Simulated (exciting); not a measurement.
# CdS (Greenockite): the Cd L₃ edge from the Bethe–Salpeter equation, part 3 of 3

Aim: the Cd L₃ absorption edge of CdS (Greenockite) with the electron–hole interaction treated explicitly, and what each term of the kernel does.

exciting sodium; X-ray absorption, core-level Bethe-Salpeter equation, exchange and statically screened direct term, Tamm-Dancoff, all-electron LAPW+lo PBE.

So far. Step 6 (Exchange alone): Maxima (height): 13.0 eV (0.91); the curve is highest at the end of the window. The spectrum is that of the independent-particle run within 1 %. Step 7 (Direct term alone): Maxima (height): 3.6 eV (0.85), 10.2 eV (1.00) and 18.8 eV (0.98). The spectrum is that of the singlet run within 1 %.

The database entry behind the starting cell differs from later determinations by our own check (about 0.35 % long), so it need not match the best structure at ambient conditions.

## (8) Broadening

Changed against the first singlet run: half width (eV) from 1.25 to 0.31.

input.xml reads:

```
<input>
  <title>CdS</title>
  <structure speciespath="." autormt="false" epslat="1.0e-5">
    <crystal>
      <basevect>7.8423634158 0.0000000000 0.0000000000</basevect>
      <basevect>-3.9211817079 6.7916859437 0.0000000000</basevect>
      <basevect>0.0000000000 0.0000000000 12.7310848993</basevect>
    </crystal>
    <species speciesfile="Cd.xml" rmt="2.300">
      <atom coord="0.6666666667 0.3333333333 0.5000000000"/>
      <atom coord="0.3333333333 0.6666666667 0.0000000000"/>
    </species>
    <species speciesfile="S.xml" rmt="2.300">
      <atom coord="0.6666666667 0.3333333333 0.8750000000"/>
      <atom coord="0.3333333333 0.6666666667 0.3750000000"/>
    </species>
  </structure>
  <groundstate do="skip" xctype="GGA_PBE" ngridk="4 4 2" rgkmax="7" gmaxvr="14" nempty="8" swidth="0.001" maxscl="100" epsengy="1e-5"/>
  <xs xstype="BSE" ngridk="4 4 2" ngridq="4 4 2" vkloff="0.097 0.273 0.493" rgkmax="7" nempty="39" gqmax="3" lmaxapwwf="5" lmaxemat="3" broad="0.01139" tevout="true">
    <energywindow intv="126.972 128.589" points="440"/>
    <screening screentype="full" nempty="65"/>
    <BSE xas="true" xasspecies="1" xasatom="1" xasedge="L3" bsetype="singlet" nstlxas="1 35"/>
    <qpointset>
      <qpoint>0 0 0</qpoint>
    </qpointset>
    <plan>
      <doonly task="bse"/>
    </plan>
  </xs>
</input>
```

Launch:

```sh
OMP_NUM_THREADS=4 exciting
```

Numbers of over 12 decimals in the logs are rounded to 6 here.

Output:

```text
| EXCITING SODIUM started for task bse ( 445)                                  =
Info(bselauncher): Init time:    0.982900
Info(bselauncher): Setting up and diagonalizing BSE Hamiltonian.
Info(bselauncher): Using momentum transfer vectors from list :   1 to  1
Info(bselauncher): Distributing qmt-points over   1 processes.
Info(bselauncher): BSE type: singlet
Info(bselauncher): Momentum transfer list index: iqmt=  1
Info(bselauncher): Momentum transfer: vqmtl=   0.000   0.000   0.000
Info(bse): Inspecting occupations...
[...]
Info(setup_bse_block): Setting up RR part of hamiltonian
Info(setup_bse_block): Singlet spin state
Info(bse): Diagonalizing RR Hamiltonian (TDA)
Info(bse): Invoking Lapack routine ZHEEVR
      4480 eigen solutions found in the interval:
         i1=       1 i2=    4480
Info(bse): Writing excition energies and oscillator strengths to text file.
Info(makespectrum_dist): Making spectrum using formula for coupling with time reversed AR basis.
Info(makespectrum_dist): Using formalism for vanishing momentum transfer.
Info(writederived): Writing quantities derived from the macroscopic dielectric function.
Info(bselauncher): Spectrum finished for iqmt=  1
Info(bselauncher): All done for BSE type singlet
```

Elapsed: 1.9 min, on 4 threads of Intel Xeon at 2.70GHz, shared host.

The spectrum differs from the singlet run by 20 % r.m.s. The highest maximum lies at 10.1 eV (1.61), against 10.2 eV (1.00). Only the width of each line changes; the area stays. A table step wider than the lines misses their tops.

```
E (eV)  first run  this run
  -9.0       0.03      0.01
  -8.0       0.03      0.01
  -7.0       0.04      0.01
  -6.0       0.04      0.01
  -5.0       0.05      0.01
  -4.0       0.07      0.02
  -3.0       0.08      0.02
  -2.0       0.12      0.03
  -1.0       0.18      0.06
   0.0       0.31      0.21
   1.0       0.48      0.43
   2.0       0.66      0.78
   3.0       0.81      0.97
   4.0       0.84      1.00
   5.0       0.82      0.95
   6.0       0.81      0.84
   7.0       0.84      0.71
   8.0       0.91      1.16
   9.0       0.91      0.71
  10.0       0.99      1.53
  11.0       0.95      0.86
  12.0       0.91      1.01
  13.0       0.87      0.90
  14.0       0.82      0.75
  15.0       0.81      0.74
  16.0       0.85      0.90
  17.0       0.91      0.97
  18.0       0.96      1.06
  19.0       0.98      1.20
  20.0       0.93      1.08
```

## (9) A changed run

In this try the input is made faulty on purpose, to show what that does.

input.xml, as its differences from that of step 8:

```diff
@@ -18,5 +18,5 @@
   <groundstate do="skip" xctype="GGA_PBE" ngridk="4 4 2" rgkmax="7" gmaxvr="14" nempty="8" swidth="0.001" maxscl="100" epsengy="1e-5"/>
-  <xs xstype="BSE" ngridk="4 4 2" ngridq="4 4 2" vkloff="0.097 0.273 0.493" rgkmax="7" nempty="39" gqmax="3" lmaxapwwf="5" lmaxemat="3" broad="0.01139" tevout="true">
+  <xs xstype="BSE" ngridk="4 4 2" ngridq="4 4 2" vkloff="0.097 0.273 0.493" rgkmax="7" nempty="39" gqmax="3" lmaxapwwf="5" lmaxemat="3" broad="0.04594" tevout="true">
     <energywindow intv="126.972 128.589" points="440"/>
-    <screening screentype="full" nempty="65"/>
+    <screening screentype="full" nempty="3"/>
     <BSE xas="true" xasspecies="1" xasatom="1" xasedge="L3" bsetype="singlet" nstlxas="1 35"/>
@@ -26,3 +26,6 @@
     <plan>
-      <doonly task="bse"/>
+      <doonly task="scrgeneigvec"/>
+      <doonly task="scrwritepmat"/>
+      <doonly task="screen"/>
+      <doonly task="scrcoulint"/>
     </plan>
```

input.xml for the last start (plan only) reads:

```
  <plan>
    <doonly task="bse"/>
  </plan>
```

Launch:

```sh
OMP_NUM_THREADS=1 mpirun -n 4 exciting
OMP_NUM_THREADS=4 exciting
```

Output:

```text
| EXCITING SODIUM started for task scrgeneigvec ( 401)                         =
One-shot GS runs for BSE calculations
One-shot GS runs for k+qmt/2 grids
Info(xsgeneigvec): Generating eigenvectors for Q-point      1
Using screening GS parameters.
Info(xsgeneigvec): Generation of eigenvectors finished
| EXCITING SODIUM started for task scrwritepmat ( 420)                         =
Info(writepmatxs): Momentum matrix elements finished
Info(scrwritepmat): Momentum matrix elements for screening finished
| EXCITING SODIUM started for task screen ( 430)                               =
[...]
Info(setup_bse_block): Setting up RR part of hamiltonian
Info(setup_bse_block): Singlet spin state
Info(bse): Diagonalizing RR Hamiltonian (TDA)
Info(bse): Invoking Lapack routine ZHEEVR
      4480 eigen solutions found in the interval:
         i1=       1 i2=    4480
Info(bse): Writing excition energies and oscillator strengths to text file.
Info(makespectrum_dist): Making spectrum using formula for coupling with time reversed AR basis.
Info(makespectrum_dist): Using formalism for vanishing momentum transfer.
Info(writederived): Writing quantities derived from the macroscopic dielectric function.
Info(bselauncher): Spectrum finished for iqmt=  1
Info(bselauncher): All done for BSE type singlet
```

Run time: 7.2 min. Hardware: 4 MPI ranks.

The input has a fault: far too few empty states in the screening. Against the singlet run the r.m.s. difference is 13 %. The highest maximum lies at 9.9 eV (1.02), against 10.2 eV (1.00). The first bright state moves from 0.39 to -0.68 eV. Too few states underscreen, so the attraction is too strong.

```
E (eV)  first run  this run
 -10.0       0.02      0.03
  -9.0       0.03      0.03
  -8.0       0.03      0.04
  -7.0       0.04      0.04
  -6.0       0.04      0.05
  -5.0       0.05      0.07
  -4.0       0.07      0.09
  -3.0       0.08      0.13
  -2.0       0.12      0.20
  -1.0       0.18      0.34
   0.0       0.31      0.45
   1.0       0.48      0.66
   2.0       0.66      0.85
   3.0       0.81      0.91
   4.0       0.84      0.91
   5.0       0.82      0.91
   6.0       0.81      0.90
   7.0       0.84      0.94
   8.0       0.91      0.97
   9.0       0.91      0.96
  10.0       0.99      1.01
  11.0       0.95      0.91
  12.0       0.91      0.87
  13.0       0.87      0.82
  14.0       0.82      0.77
  15.0       0.81      0.77
  16.0       0.85      0.81
  17.0       0.91      0.85
  18.0       0.96      0.86
  19.0       0.98      0.83
  20.0       0.93      0.75
```

## (10) Coarser mesh

Changed against the first singlet run: k mesh from 4×4×2 to 3×3×1.

input.xml, as its differences from that of step 9:

```diff
@@ -18,5 +18,5 @@
   <groundstate do="skip" xctype="GGA_PBE" ngridk="4 4 2" rgkmax="7" gmaxvr="14" nempty="8" swidth="0.001" maxscl="100" epsengy="1e-5"/>
-  <xs xstype="BSE" ngridk="4 4 2" ngridq="4 4 2" vkloff="0.097 0.273 0.493" rgkmax="7" nempty="39" gqmax="3" lmaxapwwf="5" lmaxemat="3" broad="0.04594" tevout="true">
+  <xs xstype="BSE" ngridk="3 3 1" ngridq="3 3 1" vkloff="0.097 0.273 0.493" rgkmax="7" nempty="39" gqmax="3" lmaxapwwf="5" lmaxemat="3" broad="0.04594" tevout="true">
     <energywindow intv="126.972 128.589" points="440"/>
-    <screening screentype="full" nempty="3"/>
+    <screening screentype="full" nempty="65"/>
     <BSE xas="true" xasspecies="1" xasatom="1" xasedge="L3" bsetype="singlet" nstlxas="1 35"/>
@@ -26,2 +26,4 @@
     <plan>
+      <doonly task="xsgeneigvec"/>
+      <doonly task="writepmatxs"/>
       <doonly task="scrgeneigvec"/>
```

input.xml for the exchange start (cutoff and plan only) reads:

```
  gqmax="2"
  <plan>
    <doonly task="exccoulint"/>
  </plan>
```

input.xml for the last start (plan only) reads:

```
  <plan>
    <doonly task="bse"/>
  </plan>
```

Launch:

```sh
OMP_NUM_THREADS=1 mpirun -n 4 exciting
OMP_NUM_THREADS=1 mpirun -n 4 exciting
OMP_NUM_THREADS=4 exciting
```

Output:

```text
| EXCITING SODIUM started for task xsgeneigvec ( 301)                          =
One-shot GS runs for BSE calculations
One-shot GS runs for k+qmt/2 grids
Info(xsgeneigvec): Generating eigenvectors for Q-point      1
Info(xsgeneigvec): Generation of eigenvectors finished
| EXCITING SODIUM started for task writepmatxs ( 320)                          =
Info(writepmatxs): Momentum matrix elements finished
| EXCITING SODIUM started for task scrgeneigvec ( 401)                         =
One-shot GS runs for BSE calculations
One-shot GS runs for k+qmt/2 grids
[...]
Info(setup_bse_block): Setting up RR part of hamiltonian
Info(setup_bse_block): Singlet spin state
Info(bse): Diagonalizing RR Hamiltonian (TDA)
Info(bse): Invoking Lapack routine ZHEEVR
      1260 eigen solutions found in the interval:
         i1=       1 i2=    1260
Info(bse): Writing excition energies and oscillator strengths to text file.
Info(makespectrum_dist): Making spectrum using formula for coupling with time reversed AR basis.
Info(makespectrum_dist): Using formalism for vanishing momentum transfer.
Info(writederived): Writing quantities derived from the macroscopic dielectric function.
Info(bselauncher): Spectrum finished for iqmt=  1
Info(bselauncher): All done for BSE type singlet
```

Wall time 5 min (4 MPI ranks).

Wall time by task: xsgeneigvec 5.7 s, writepmatxs 6.2 s, scrgeneigvec 2.7 s, scrwritepmat 4.8 s, screen 23 s, scrcoulint 27 s, exccoulint 3.7 min, bse 3 s.

These settings are cheaper. The spectrum differs from the singlet run by 9 % r.m.s. The highest maximum lies at 8.8 eV (1.07), against 10.2 eV (1.00). The first bright state moves from 0.39 to 0.60 eV. The lowest bare transition of this run lies at 2.05 eV, against 1.12. A coarse mesh samples few band energies, and it inflates the long-range part of the attraction.

```
E (eV)  first run  this run
  -9.0       0.03      0.03
  -8.0       0.03      0.03
  -7.0       0.04      0.04
  -6.0       0.04      0.04
  -5.0       0.05      0.05
  -4.0       0.07      0.07
  -3.0       0.08      0.09
  -2.0       0.12      0.12
  -1.0       0.18      0.19
   0.0       0.31      0.34
   1.0       0.48      0.55
   2.0       0.66      0.69
   3.0       0.81      0.79
   4.0       0.84      0.79
   5.0       0.82      0.74
   6.0       0.81      0.71
   7.0       0.84      0.72
   8.0       0.91      0.93
   9.0       0.91      1.06
  10.0       0.99      1.00
  11.0       0.95      0.97
  12.0       0.91      0.95
  13.0       0.87      0.96
  14.0       0.82      0.97
  15.0       0.81      0.88
  16.0       0.85      0.87
  17.0       0.91      0.85
  18.0       0.96      0.82
  19.0       0.98      0.91
  20.0       0.93      0.93
```

## (11) The levels of theory side by side

```
      level  curve passes 0.15 (eV)  highest maximum (eV)  its height
         IP                     0.6                  13.0        0.91
        RPA                     0.6                  13.0        0.91
direct only                    -1.4                  10.2        1.00
    singlet                    -1.4                  10.2        1.00
```

```
E (eV)    IP   RPA  direct only  singlet
  -9.0  0.02  0.02         0.03     0.03
  -8.0  0.02  0.02         0.03     0.03
  -7.0  0.03  0.03         0.04     0.04
  -6.0  0.03  0.03         0.04     0.04
  -5.0  0.03  0.03         0.05     0.05
  -4.0  0.04  0.04         0.07     0.07
  -3.0  0.05  0.05         0.08     0.08
  -2.0  0.06  0.06         0.12     0.12
  -1.0  0.08  0.08         0.18     0.18
   0.0  0.12  0.12         0.31     0.31
   1.0  0.19  0.19         0.48     0.48
   2.0  0.31  0.31         0.66     0.66
   3.0  0.46  0.46         0.81     0.81
   4.0  0.59  0.59         0.84     0.84
   5.0  0.67  0.67         0.82     0.82
   6.0  0.69  0.69         0.81     0.81
   7.0  0.68  0.68         0.84     0.84
   8.0  0.71  0.71         0.91     0.91
   9.0  0.78  0.78         0.91     0.91
  10.0  0.81  0.81         0.99     0.99
  11.0  0.90  0.90         0.95     0.95
  12.0  0.89  0.89         0.91     0.91
  13.0  0.91  0.91         0.87     0.87
  14.0  0.88  0.88         0.82     0.82
  15.0  0.84  0.84         0.81     0.81
  16.0  0.84  0.84         0.85     0.85
  17.0  0.89  0.89         0.91     0.91
  18.0  0.98  0.98         0.96     0.96
  19.0  1.09  1.09         0.98     0.98
  20.0  1.18  1.18         0.93     0.93
```

## (12) Summary of results

| Quantity | Value |
| --- | --- |
| absorber and edge | Cd L₃, atom 1 |
| surroundings | 4 S at 2.53 Å (tetrahedral, site symmetry 3m) |
| first bright state | 0.39 eV from the Kohn–Sham onset, on this mesh |
| highest maximum | 10.2 eV |
| cost of the BSE run | 19 min on 4 MPI ranks of Intel Xeon at 2.70GHz, shared host; the last task ran on as many threads |

**Reading.** Is a core exciton bound? Undecided on this mesh: the first bright state (over 5 % of the brightest) lies at 0.39 eV from the Kohn–Sham onset and at -0.74 eV from the lowest bare transition of its own mesh. Changing the half width (eV) from 1.25 to 0.31 alters the spectrum by 20 % r.m.s. Exchange alone changes the independent-particle spectrum by 0.0 % r.m.s. Leaving exchange out of the full kernel changes the spectrum by 0.0 % r.m.s. A mesh of 32 points doesn't converge binding energies, and fine structure above the first lines is partly noise of the mesh. Exchange and the short-range direct term aren't converged in the kernel cutoff. The zero comes from the unshifted 4×4×2 ground-state mesh; it is exact only where the band minimum lies on that mesh. The conduction states carry no spin here, so the exchange coupling to the spinor core hole is only partly held. This core level is treated alone, with no coupling to its spin–orbit partner. The Kohn–Sham onset, 3467 eV, is no photon energy (tabulated edge of the element: 3538 eV): the scale needs a rigid shift. No quasiparticle correction widens the gap or stretches the bands. Vibrations and energy-dependent lifetimes are left out. The structure is a published determination, not relaxed.

[Banner, clock and machine lines of the logs are left out without a mark of their own.]

[Logs are printed without paths, hosts, clocks, repeated set-up lines and the standing remarks that a program may print on its own settings, such as how far it seeks lower states.]

[Hosts, paths, dates, database ids (printed as entryN), source tags and the programs' standing remarks are cut or masked in the printed files.]
